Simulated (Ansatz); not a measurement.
# 1T-PtSe2 monolayer in a perpendicular field

Aim: how the 1T-PtSe2 monolayer screens a field along its normal, and what the field does to its bands. A positive field points along +c.

Calculated with Ansatz 0.2.0; plane-wave DFT, PBE-D3(BJ), Ansatz PAW.

The experiments to compare with:

“Precise Layer-Dependent Electronic Structure of MBE-Grown PtSe2” (2021, arxiv:2105.03334) reports for PtSe2, 1T monolayer, by scanning tunnelling spectroscopy (MBE-grown first layer on HOPG, 77 K): band gap (quasiparticle gap of the first layer from STS) 2 ± 0.1 eV [Monolayer on HOPG; substrate screening reduces the gap relative to a freestanding layer].

### 1. The starting structure

The cell holds 3 atoms: 2 Se and 1 Pt. Cell: a = 3.750 Å, b = 3.750 Å, c = 35.568 Å, α = 90.0°, β = 90.0°, γ = 120.0°. Vacuum lies along c.

### 2. Relaxing the slab

The starting cell is a guess, so the in-plane lattice and the atoms are relaxed first, with the slab cut off from its images along the normal.

Input file input.yaml:

```yaml
crystal:
  lattice:
    - [3.75, 0.0, 0.0]
    - [-1.875, 3.2475952642, 0.0]
    - [0.0, 0.0, 35.5677177975]
  atoms:
    - { symbol: Se, position: [0.6666666667, 0.3333333333, 0.4681211231] }
    - { symbol: Pt, position: [0.0, 0.0, 0.5] }
    - { symbol: Se, position: [0.3333333333, 0.6666666667, 0.5318788769] }
  periodic: [true, true, false]
kpoints:
  mp_grid: { grid: [12, 12, 1] }
hamiltonian:
  xc: pbe
  dispersion: d3bj
scf:
  occupations: { method: fermi_dirac, width: 0.05 }
  convergence: { dr2_threshold: 1.0e-09 }
relax:
  f_tol: 0.004
  max_steps: 90
  cell: {}
output:
  write_potential: true
  write_density: true
  volumetric_format: npy
```

Started as:

```
> ansatz run input.yaml --threads 2 --pin off --max-ram 3072MiB --backend cpu --events-out ev --progress --plain --runs-dir out
```

Numbers of over 12 decimals in the logs are rounded to 6 here.

Log:

```text
Warning: relax.cell: scf.convergence.dr2_threshold = 1e-9 eV is looser than the 1.99339654321e-10 eV advised for a relaxation that steers and ends on the stress (1e-10 eV for each atom of the cell: 3, times the square of relax.cell.stress_2d_tol = 0.05 N/m over 12.3 Å (the atoms' height at the walk's start and 5 Å past either face), 4.076e-2 GPa, over a crystal's default 0.05). What an SCF threshold leaves in a stress goes as its square root, and in the free energy as the threshold itself, and one threshold admits the most on a small cell: [figures from the program's tests cut] Set scf.convergence.dr2_threshold to 1.99339654321e-10 eV or tighter. [rest of the remark cut]
Engine: ansatz 0.2.0, aarch64-unknown-linux-gnu
Pseudopotentials: kind: paw
Pseudopotential: Se, paw, valence charge 16, recommended cutoff 420 eV (normal), Se.paw.azcp
Pseudopotential: Pt, paw, valence charge 18, recommended cutoff 420 eV (normal), Pt.paw.azcp
Functional definition: PBE
  parameter kappa = 0.804
  parameter beta = 0.066725
  exchange = pbe_x(kappa = kappa, mu = beta*pi^2/3)
  correlation = pbe_c(beta = beta)
Crystal: 3 atoms, lattice volume = 433.161 Å³
Basis set: ecut = 420 eV, 8519 PW (Γ), exchange–correlation on 54×54×480 points (8 copies of the dense FFT grid, shifted against one another)
Bands: 30, of which v1, the nominal top of the filled ones, is band 25 counted from 1 (24 counted from 0)
Symmetry: 12 space group operations
Space group: P-3m1 (ITA 164), of the structure as read, at distance tolerance 7.6e-5 Å
k-points: 19 of 144
Non-local potential: Se, projectors of the file, l = 0: 2, l = 1: 2, l = 2: 3, l = 3: 1
Non-local potential: Pt, projectors of the file, l = 0: 3, l = 1: 2, l = 2: 2, l = 3: 1
PAW form: soft (Blöchl's): semilocal exchange-correlation on the pseudo side does not see the compensation charge
PAW one-centre angular grid: Se, 590 points (default); XC on 64 Gauss nodes
PAW one-centre angular grid: Pt, 590 points (default); XC on 64 Gauss nodes
Initial density: superposition of atomic densities (neutral atoms: chi_scale 0, normalization atom), corrected by the library's trained network
Initial wavefunctions: pseudopotential atomic-orbital guess
Functional: x = pbe(κ = 0.804, μ = 0.219515), c = pbe(β = 0.066725)
SCF iter   1: F=—  HF=-23462.901114 eV  |F-HF|=—  |Δ(HF+E_count)|=         —  Δρ=1.40e-3  dr2=9.14e-3  ethr=1.77e-3  ⟨swp⟩=13.9  Hψ=3775  notcnv=0
preconditioner: auto → Resta (q_TF=auto, 1.904 Å⁻¹)  ε∞=1.7  [insulator: Δε(μ)=1.153 eV  Ē_g=9.910 eV  σ=0.050 eV  W_gap=1.00  n_scr=20 (ndim 8)  ℏωp=8.4 eV  f_vac=0.830  D(μ)=0.00/eV (n_scr^D=0)  ε∞_Penn≈1.7  vacuum switching on, ρ_ref=7.1e-3 e/Å³]
SCF iter   2: F=—  HF=-23462.892900 eV  |F-HF|=—  |Δ(HF+E_count)|=   8.21e-3  Δρ=5.61e-4  dr2=9.16e-4  ethr=1.83e-5  ⟨swp⟩=4.1  Hψ=1653  notcnv=0  defer=6
SCF iter   3: F=—  HF=-23462.892994 eV  |F-HF|=—  |Δ(HF+E_count)|=   9.41e-5  Δρ=1.41e-4  dr2=4.59e-5  ethr=1.83e-6  ⟨swp⟩=3.0  Hψ=990  notcnv=0  defer=6
SCF iter   4: F=—  HF=-23462.893051 eV  |F-HF|=—  |Δ(HF+E_count)|=   5.65e-5  Δρ=4.15e-5  dr2=8.54e-6  ethr=9.17e-8  ⟨swp⟩=3.0  Hψ=1281  notcnv=0  defer=6
SCF iter   5: F=—  HF=-23462.893053 eV  |F-HF|=—  |Δ(HF+E_count)|=   2.25e-6  Δρ=2.66e-5  dr2=4.56e-6  ethr=1.71e-8  ⟨swp⟩=4.1  Hψ=1411  notcnv=0  defer=6
SCF iter   6: F=—  HF=-23462.893116 eV  |F-HF|=—  |Δ(HF+E_count)|=   6.29e-5  Δρ=1.15e-5  dr2=7.83e-7  ethr=9.11e-9  ⟨swp⟩=2.0  Hψ=678  notcnv=0  defer=6
SCF iter   7: F=—  HF=-23462.893116 eV  |F-HF|=—  |Δ(HF+E_count)|=   6.49e-8  Δρ=2.86e-6  dr2=5.18e-8  ethr=1.57e-9  ⟨swp⟩=3.1  Hψ=892  notcnv=0  defer=6
SCF iter   8: F=—  HF=-23462.893116 eV  |F-HF|=—  |Δ(HF+E_count)|=   5.24e-9  Δρ=4.78e-7  dr2=1.47e-9  ethr=1.04e-10  ⟨swp⟩=2.8  Hψ=943  notcnv=0  defer=6
SCF iter   9: F=-23462.893116 eV  HF=-23462.893116 eV  |F-HF|=4.07e-10  |Δ(HF+E_count)|=  5.64e-10  Δρ=8.48e-8  dr2=3.78e-11  ethr=2.00e-12  ⟨swp⟩=12.5  Hψ=4274  notcnv=0
SCF 1 converged in 9 iterations: F = -23462.893116 eV  dr2 = 3.78e-11
  greatest PAW one-centre occupation: 1.000 electrons in one spin orbital (limit 2), on the Pt atom at site 1 (counted from 0), in its partial waves of l = 0
relax step   1: F+E_penalty+E_count = -23462.89311617 eV  Δ(F+E_penalty+E_count) = +0.000e0 eV  max|allowed force component| = 2.134e0 eV/Å  Δτ_max = 0.0000 Å  P = +5.448 N/m  Ω = 433.161 Å³  fix = [c, alpha, beta]  reactions: c +0.000 N/m  (9 SCF iters, accepted)
Crystal: 3 atoms, lattice volume = 434.381 Å³
Initial density: handed on by an earlier stage of this run
Initial wavefunctions: those handed on with the density
iter 1 solved again at ethr=1.21e-4 eV; its pass at ethr=3.10e-3 eV (dr2=6.06e-2 eV) is discarded
SCF iter   1: F=—  HF=-23463.233082 eV  |F-HF|=—  |Δ(HF+E_count)|=         —  Δρ=5.00e-3  dr2=6.14e-2  ethr=1.21e-4  ⟨swp⟩=2.8  Hψ=3756  notcnv=0
preconditioner: auto → Resta (q_TF=auto, 1.903 Å⁻¹)  ε∞=1.8  [insulator: Δε(μ)=1.348 eV  Ē_g=9.231 eV  σ=0.050 eV  W_gap=1.00  n_scr=20 (ndim 8)  ℏωp=8.4 eV  f_vac=0.819  D(μ)=0.00/eV (n_scr^D=0)  ε∞_Penn≈1.8  vacuum switching on, ρ_ref=6.2e-3 e/Å³]
SCF iter   2: F=—  HF=-23463.225699 eV  |F-HF|=—  |Δ(HF+E_count)|=   7.38e-3  Δρ=2.76e-3  dr2=2.36e-2  ethr=1.21e-4  ⟨swp⟩=3.9  Hψ=1256  notcnv=0
SCF iter   3: F=—  HF=-23463.227288 eV  |F-HF|=—  |Δ(HF+E_count)|=   1.59e-3  Δρ=1.81e-3  dr2=2.19e-2  ethr=4.72e-5  ⟨swp⟩=2.9  Hψ=1004  notcnv=0
SCF iter   4: F=—  HF=-23463.224113 eV  |F-HF|=—  |Δ(HF+E_count)|=   3.17e-3  Δρ=3.59e-4  dr2=3.99e-4  ethr=4.38e-5  ⟨swp⟩=2.9  Hψ=989  notcnv=0  defer=3
SCF iter   5: F=—  HF=-23463.224144 eV  |F-HF|=—  |Δ(HF+E_count)|=   3.02e-5  Δρ=8.37e-5  dr2=2.37e-5  ethr=7.99e-7  ⟨swp⟩=3.5  Hψ=1055  notcnv=0  defer=3
SCF iter   6: F=—  HF=-23463.224117 eV  |F-HF|=—  |Δ(HF+E_count)|=   2.67e-5  Δρ=1.72e-5  dr2=2.36e-6  ethr=4.74e-8  ⟨swp⟩=3.4  Hψ=1118  notcnv=0  defer=3
SCF iter   7: F=—  HF=-23463.224169 eV  |F-HF|=—  |Δ(HF+E_count)|=   5.19e-5  Δρ=6.30e-6  dr2=2.03e-7  ethr=4.72e-9  ⟨swp⟩=3.9  Hψ=1264  notcnv=0  defer=3
SCF iter   8: F=—  HF=-23463.224169 eV  |F-HF|=—  |Δ(HF+E_count)|=   1.59e-7  Δρ=1.91e-6  dr2=2.34e-8  ethr=4.06e-10  ⟨swp⟩=2.9  Hψ=889  notcnv=0  defer=3
SCF iter   9: F=-23463.224169 eV  HF=-23463.224169 eV  |F-HF|=5.09e-10  |Δ(HF+E_count)|=   6.92e-9  Δρ=3.68e-7  dr2=8.81e-10  ethr=2.00e-12  ⟨swp⟩=10.7  Hψ=4704  notcnv=0
SCF 2 converged in 9 iterations: F = -23463.224169 eV  dr2 = 8.81e-10
relax step   2: F+E_penalty+E_count = -23463.22416889 eV  Δ(F+E_penalty+E_count) = -3.311e-1 eV  max|allowed force component| = 3.425e-1 eV/Å  Δτ_max = 0.1948 Å  P = -2.085 N/m  Ω = 434.381 Å³  energy of the carried Pulay correction = -3.882e-5 eV  fix = [c, alpha, beta]  reactions: c -0.000 N/m  (9 SCF iters, accepted)
Crystal: 3 atoms, lattice volume = 434.011 Å³
iter 1 solved again at ethr=2.53e-6 eV; its pass at ethr=3.10e-3 eV (dr2=1.26e-3 eV) is discarded
SCF iter   1: F=—  HF=-23463.235596 eV  |F-HF|=—  |Δ(HF+E_count)|=         —  Δρ=6.69e-4  dr2=1.17e-3  ethr=2.53e-6  ⟨swp⟩=3.1  Hψ=2965  notcnv=0
preconditioner: auto → Resta (q_TF=auto, 1.903 Å⁻¹)  ε∞=1.8  [insulator: Δε(μ)=1.414 eV  Ē_g=9.285 eV  σ=0.050 eV  W_gap=1.00  n_scr=20 (ndim 8)  ℏωp=8.4 eV  f_vac=0.822  D(μ)=0.00/eV (n_scr^D=0)  ε∞_Penn≈1.8  vacuum switching on, ρ_ref=6.3e-3 e/Å³]
SCF iter   2: F=—  HF=-23463.235458 eV  |F-HF|=—  |Δ(HF+E_count)|=   1.38e-4  Δρ=3.71e-4  dr2=4.72e-4  ethr=2.35e-6  ⟨swp⟩=3.3  Hψ=1081  notcnv=0
SCF iter   3: F=—  HF=-23463.235462 eV  |F-HF|=—  |Δ(HF+E_count)|=   3.25e-6  Δρ=2.45e-4  dr2=3.67e-4  ethr=9.44e-7  ⟨swp⟩=2.8  Hψ=876  notcnv=0
SCF iter   4: F=—  HF=-23463.235415 eV  |F-HF|=—  |Δ(HF+E_count)|=   4.64e-5  Δρ=4.67e-5  dr2=7.31e-6  ethr=7.35e-7  ⟨swp⟩=2.8  Hψ=817  notcnv=0
SCF iter   5: F=—  HF=-23463.235400 eV  |F-HF|=—  |Δ(HF+E_count)|=   1.51e-5  Δρ=1.27e-5  dr2=7.13e-7  ethr=1.46e-8  ⟨swp⟩=3.6  Hψ=1136  notcnv=0
SCF iter   6: F=—  HF=-23463.235461 eV  |F-HF|=—  |Δ(HF+E_count)|=   6.11e-5  Δρ=3.04e-6  dr2=8.06e-8  ethr=1.43e-9  ⟨swp⟩=3.1  Hψ=965  notcnv=0
SCF iter   7: F=—  HF=-23463.235461 eV  |F-HF|=—  |Δ(HF+E_count)|=   2.22e-8  Δρ=1.38e-6  dr2=1.65e-8  ethr=1.61e-10  ⟨swp⟩=3.9  Hψ=1254  notcnv=0
SCF iter   8: F=-23463.235461 eV  HF=-23463.235461 eV  |F-HF|=8.55e-10  |Δ(HF+E_count)|=   5.54e-9  Δρ=2.70e-7  dr2=4.03e-10  ethr=2.00e-12  ⟨swp⟩=10.7  Hψ=4546  notcnv=0
SCF 3 converged in 8 iterations: F = -23463.235461 eV  dr2 = 4.03e-10
relax step   3: F+E_penalty+E_count = -23463.23546122 eV  Δ(F+E_penalty+E_count) = -1.129e-2 eV  max|allowed force component| = 4.246e-2 eV/Å  Δτ_max = 0.0263 Å  P = -1.254 N/m  Ω = 434.011 Å³  energy of the carried Pulay correction = -2.709e-5 eV  fix = [c, alpha, beta]  reactions: c -0.000 N/m  (8 SCF iters, accepted)
[...]
relax step   4: F+E_penalty+E_count = -23463.24517751 eV  Δ(F+E_penalty+E_count) = -9.716e-3 eV  max|allowed force component| = 1.199e-2 eV/Å  Δτ_max = 0.0114 Å  P = -0.403 N/m  Ω = 427.272 Å³  energy of the carried Pulay correction = +1.890e-4 eV  fix = [c, alpha, beta]  reactions: c -0.000 N/m  (8 SCF iters, accepted)
[...]
relax step   5: F+E_penalty+E_count = -23463.24687179 eV  Δ(F+E_penalty+E_count) = -1.694e-3 eV  max|allowed force component| = 1.473e-3 eV/Å  Δτ_max = 0.0109 Å  P = +0.013 N/m  Ω = 423.164 Å³  energy of the carried Pulay correction = +3.224e-4 eV  fix = [c, alpha, beta]  reactions: c +0.000 N/m  (7 SCF iters, accepted)
Basis set: ecut = 420 eV, 8303 PW (Γ), exchange–correlation on 50×50×480 points (8 copies of the dense FFT grid, shifted against one another)
Initial wavefunctions: pseudopotential atomic-orbital guess (no wavefunctions were taken with the density)
iter 1 solved again at ethr=5.27e-7 eV; its pass at ethr=3.10e-3 eV (dr2=2.64e-4 eV) is discarded
SCF iter   1: F=—  HF=-23463.246553 eV  |F-HF|=—  |Δ(HF+E_count)|=         —  Δρ=1.66e-5  dr2=1.89e-7  ethr=5.27e-7  ⟨swp⟩=6.1  Hψ=5794  notcnv=0
eigensolver tolerance schedule: the retry pair's looser diagonalisation over-reported the residual by 1393.77 of it (diagonalisation noise at 0.31 of the residual, at the tolerance the schedule requests for it); recorded, not acted on — ethr = c·dr2/N_el stays at c = 1.0e-1
preconditioner: auto → Resta (q_TF=auto, 1.911 Å⁻¹)  ε∞=1.8  [insulator: Δε(μ)=1.379 eV  Ē_g=9.367 eV  σ=0.050 eV  W_gap=1.00  n_scr=20 (ndim 8)  ℏωp=8.5 eV  f_vac=0.820  D(μ)=0.00/eV (n_scr^D=0)  ε∞_Penn≈1.8  vacuum switching on, ρ_ref=6.4e-3 e/Å³]
SCF iter   2: F=—  HF=-23463.246571 eV  |F-HF|=—  |Δ(HF+E_count)|=   1.76e-5  Δρ=8.20e-6  dr2=5.11e-8  ethr=3.78e-10  ⟨swp⟩=4.8  Hψ=1711  notcnv=0
SCF iter   3: F=—  HF=-23463.246571 eV  |F-HF|=—  |Δ(HF+E_count)|=   3.78e-8  Δρ=3.25e-6  dr2=6.43e-8  ethr=1.02e-10  ⟨swp⟩=3.0  Hψ=1246  notcnv=0
SCF iter   4: F=—  HF=-23463.246571 eV  |F-HF|=—  |Δ(HF+E_count)|=   1.00e-8  Δρ=1.01e-6  dr2=1.19e-9  ethr=1.02e-10  ⟨swp⟩=3.3  Hψ=977  notcnv=0
SCF iter   5: F=-23463.246571 eV  HF=-23463.246571 eV  |F-HF|=1.49e-10  |Δ(HF+E_count)|=   1.42e-9  Δρ=2.49e-7  dr2=7.22e-11  ethr=2.00e-12  ⟨swp⟩=17.0  Hψ=4558  notcnv=0
SCF 6 converged in 5 iterations: F = -23463.246571 eV  dr2 = 7.22e-11
relax step   6: F+E_penalty+E_count = -23463.24657074 eV  Δ(F+E_penalty+E_count) = +3.011e-4 eV  max|allowed force component| = 1.564e-3 eV/Å  Δτ_max = 0.0000 Å  P = +0.012 N/m  Ω = 423.164 Å³  fix = [c, alpha, beta]  reactions: c +0.000 N/m  stress off target by 1.22e-2 N/m on what of the cell is left free  SCF on the basis re-selected at this cell (its energy is not comparable with the rows above)  (5 SCF iters)
basis re-selected at this cell: Δ(F+E_penalty+E_count) = +3.011e-4 eV, ΔP = -0.001 N/m vs the last step (what re-selecting the basis moved, of the pressure what is left beyond the Pulay correction that the steps carried, after the strain that the cell walked since its last selection, with what the two solves' SCF thresholds leave and, on support functions, any second-order correction that the steps lacked; it is no measure of the basis error at this ecutwfc). The dense FFT grid was sized anew with the basis: this SCF ran on 25×25×240 points, the steps before it on 27×27×240, so part of this shift can come from that change (see relax.cell in the input reference). [rest of the remark cut]
SCF converged after 5 iterations
Free energy (F): -23463.246571 eV
Harris-Foulkes:  -23463.246571 eV  (|F-HF|=1.49e-10)
Internal energy: -23463.246570 eV  (E = F + TS)
E sigma→0 (E₀):  -23463.246571 eV
Entropy (-TS):   -0.000000 eV (-0.000 meV/atom)
Fermi energy:    -4.941990 eV
--- Per-component energies (eV) ---
  E_band       = -1846.878368
  E_kinetic    = 873.346227
  E_local      = -150353.705597  (includes V_loc(G=0)·N_el)
  E_nonlocal   = -990.959596
  E_hartree    = 74488.020898
  E_xc         = -469.810392
  E_vxc        = -498.652864  (∫ρ·V_xc dr)
  E_paw        = -13277.691171  (= ΣΔE_a)
  E_vpaw       = 147.052065  (= ΣTr[D̂ρ^β])
  E_aug_tail   = -0.000983  (compensation charges beyond the density's cutoff)
  E_ewald      = 66268.449911
  E_disp       = -0.895868  (pairwise vdW)
  E_smearing   = -0.000000  (= −TS)
  E_closure    = 0.000000  (closes the sum)
  Σ components = -23463.246571   (vs F -23463.246571, Δ=0.00e0)
--- Forces (eV/Å), atoms counted from 1 ---
  atom   1  Se    -0.00000000     0.00000000    -0.00156393
  atom   2  Pt     0.00000000     0.00000000     0.00000000
  atom   3  Se    -0.00000000    -0.00000000     0.00156393
  max |Σ_I F_I| component: 8.10e-18 eV/Å
--- 2D stress c σ (N/m, compression-positive) ---
        0.012202       0.000000       0.000000
       -0.000000       0.012202       0.000000
        0.000000       0.000000       0.000000
  P = ½ c Tr σ = 0.0122 N/m
--- Band table (eV; the first three rows and the last of 19) ---
  k-point 0: bands = [... 21 lower, -6.9569, -6.3278, -5.6532, -5.6532, -2.6882, -2.6882, -1.1462, -0.4468, ... 1 higher]
  k-point 1: bands = [... 21 lower, -7.1963, -6.1966, -5.7138, -5.6491, -3.1882, -2.8023, -0.8886, -0.3252, ... 1 higher]
  k-point 2: bands = [... 21 lower, -7.6440, -5.9421, -5.8567, -5.7196, -4.0181, -3.0090, -0.3471, -0.0400, ... 1 higher]
  k-point 18: bands = [... 21 lower, -8.1864, -7.9631, -6.6346, -6.6346, -3.8765, -3.8765, 0.3941, 2.4579, ... 1 higher]
  the weakly bound empty levels are not read free of the cell's end (no_gap_told)
--- Relaxed structure (5 steps of the walk, 5 accepted, 1 SCFs on fresh bases) ---
  F+E_penalty+E_count = -23463.24657074 eV   max|allowed force component| = 1.564e-3 eV/Å   (the final SCF, on the basis selected at the relaxed cell)
  cell:  # Å, volume = 423.1638 Å³
    - [3.706474, 0, 0]
    - [-1.853237, 3.209901, 0]
    - [0, 0, 35.5677177975]
  atoms:
    - { symbol: Se, position: [0.666667, 0.333333, 0.462755] }
    - { symbol: Pt, position: [0, 0, 0.5] }
    - { symbol: Se, position: [0.333333, 0.666667, 0.537245] }
```

The job ended after 36 s (2 threads of Arm Neoverse V2, shared host; peak memory 0.7 GiB; 71 s of CPU time).

Step by step:

```
step  energy less that of the first step (eV)  largest force component (eV/Å)  volume (Å³)
   1                                   0.0000                          2.1337       433.16
   2                                  -0.3311                          0.3425       434.38
   3                                  -0.3423                          0.0425       434.01
   4                                  -0.3521                          0.0120       427.27
   5                                  -0.3538                          0.0015       423.16
  6*                                  -0.3535                          0.0016       423.16
```

Relaxation steps marked * repeat the geometry before them on a plane-wave basis chosen anew for their cell, so energy and pressure can jump there.

The run keeps the 12 symmetry operations that it works with, so distortions that break them were not tested.

```
cell as run  before  after  change
      a (Å)   3.750  3.706  -1.2 %
      b (Å)   3.750  3.706  -1.2 %
```

The atoms that moved most (Å, along periodic axes as changes of fractional coordinates times the final cell, across vacuum about the mean position):

```
atom     dx     dy      dz  length
 Se1  0.000  0.000  -0.191   0.191
 Se3  0.000  0.000   0.191   0.191
```

Final coordinates:

```xyz
3
Lattice="3.7065 0.0000 0.0000 -1.8532 3.2099 0.0000 0.0000 0.0000 35.5677" Properties=species:S:1:pos:R:3
Se    1.8532    1.0700   16.4591
Pt    0.0000    0.0000   17.7839
Se    0.0000    2.1399   19.1086
```

The lattice constant a goes from 3.750 to 3.706 Å.

(Part 1 of 2 ends here.)

[Logs are printed without paths, hosts, clocks, repeated set-up lines and the standing remarks that a program may print on its own settings, such as how far it seeks lower states.]

[Hosts, paths, dates, database ids (printed as entryN), source tags and the programs' standing remarks are cut or masked in the printed files.]

[Maps of the electrostatic potential energy from Ansatz leave out the sawtooth potential of an applied field or a dipole correction, so their vacuum need not be flat; planar profiles and work functions include it.]
